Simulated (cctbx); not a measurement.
# Diagnosing a refinement

Cell a = 6.7420 Å, b = 6.5430 Å, c = 11.5550 Å, α = 90.00°, β = 123.66°, γ = 90.00°; space group Pc (no. 7). The compound is LaMgCrCoS6.

Simulated single-crystal data (cctbx): synchrotron X-rays, λ = 0.4959 Å, to d = 0.6 Å, 95 % of the full sphere, strongest reflection 5000 counts, noise from counting, a 2 % proportional error and a noise floor of 15 counts (s.d.); no absorption.

An isotropic refinement with weights 1/σ² prints:

```text
Rint 0.073, 4063 unique reflections to 0.60 A
cycle     R1     wR2    GooF  max shift (A)
   1  0.0699  0.1463   1.596   0.00563
  12  0.0520  0.1035   1.129   0.00646
final R1 0.0519 wR2 0.1032 GooF 1.126  parameters 44  data/parameter 92.3
atom        x        y        z      Ueq    occ   su(xyz)  su(Uiso or U11)
La1    0.74724  0.71780  0.25292   0.0041  1.000  0.00013  0.0001
Co1    0.48396  0.74345  0.49824   0.0073  1.000  0.00025  0.0003
Cr1    0.97652  0.75323  0.00129   0.0091  1.000  0.00032  0.0003
S1     0.61555  0.72474  0.74591   0.0079  1.000  0.00037  0.0003
S2     0.88882  0.45095  0.05933   0.0099  1.000  0.00041  0.0004
S3     0.25372  0.45670  0.44133   0.0071  1.000  0.00040  0.0003
S4     0.75579  0.96956  0.04217   0.0094  1.000  0.00041  0.0003
S5     0.16267  0.98953  0.44579   0.0080  1.000  0.00040  0.0003
S6     0.31481  0.18934  0.74768   0.0091  1.000  0.00040  0.0003
Mg1    0.22028  0.18901  0.24586   0.0082  1.000  0.00063  0.0006
Mg2    0.21023  0.57984  0.42746   0.2128  1.000  0.00474  0.0107
difference map: max 3.82 min -5.00 rms 0.58
Q1    0.7885  0.3335  0.7614    2    4.06  0.41 A from La1
Q2    0.6943  0.2484  0.7383    2    3.84  0.37 A from La1
Q3    0.9245  0.4893  0.5752    2    3.14  0.44 A from S2
Q4    0.7464  0.0226  0.0378    2    3.05  0.35 A from S4
Q5    0.7695  0.0870  0.5513    2    2.57  0.38 A from S4
Q6    0.2147  0.2552  0.2413    2    2.56  0.44 A from Mg1
```

**Question.** Can this result stand? If not, what is the likely fault?

Mend it. The fault: spurious atom: Mg2. Against the right model at the same level, R1 goes from 0.0487 to 0.0519 and GooF from 1.03 to 1.13 and Mg2 takes U = 0.21 Å². A site with no density behind it hides by a very large U or drifts. The fit had not settled when the cycles ran out.

The compound is LaMgCrCoS6. The right model at the same level gives:

```text
Rint 0.073, 4063 unique reflections to 0.60 A
cycle     R1     wR2    GooF  max shift (A)
   1  0.2514  0.3998   4.359   0.10279
   3  0.0487  0.0942   1.027   0.00009
final R1 0.0487 wR2 0.0942 GooF 1.027  parameters 40  data/parameter 101.6
atom        x        y        z      Ueq    occ   su(xyz)  su(Uiso or U11)
La1    0.74711  0.71782  0.25303   0.0043  1.000  0.00007  0.0001
Co1    0.48379  0.74334  0.49831   0.0076  1.000  0.00022  0.0002
Cr1    0.97661  0.75331  0.00146   0.0092  1.000  0.00027  0.0003
S1     0.61577  0.72450  0.74611   0.0080  1.000  0.00033  0.0003
S2     0.88898  0.45108  0.05954   0.0099  1.000  0.00036  0.0003
S3     0.25335  0.45765  0.44146   0.0073  1.000  0.00034  0.0003
S4     0.75617  0.96962  0.04239   0.0096  1.000  0.00036  0.0003
S5     0.16278  0.98955  0.44590   0.0081  1.000  0.00035  0.0003
S6     0.31481  0.18934  0.74772   0.0093  1.000  0.00035  0.0003
Mg1    0.22095  0.18880  0.24617   0.0088  1.000  0.00058  0.0005
difference map: max 3.56 min -5.32 rms 0.54
Q1    0.7847  0.3352  0.7600    2    3.76  0.41 A from La1
Q2    0.7076  0.2358  0.7438    2    3.49  0.38 A from La1
Q3    0.7456  0.0227  0.0380    2    3.26  0.35 A from S4
Q4    0.9267  0.4860  0.5753    2    3.03  0.46 A from S2
Q5    0.7706  0.0875  0.5513    2    2.77  0.39 A from S4
Q6    0.8628  0.3948  0.0531    2    2.35  0.40 A from S2
```

The model is made up (kin elements in a known structure type, no relaxation), so it says nothing on whether the phase exists.

[Middle refinement cycles are left out of these outputs.]

[Logs are printed without paths, hosts, clocks, repeated set-up lines and the standing remarks that a program may print on its own settings, such as how far it seeks lower states.]
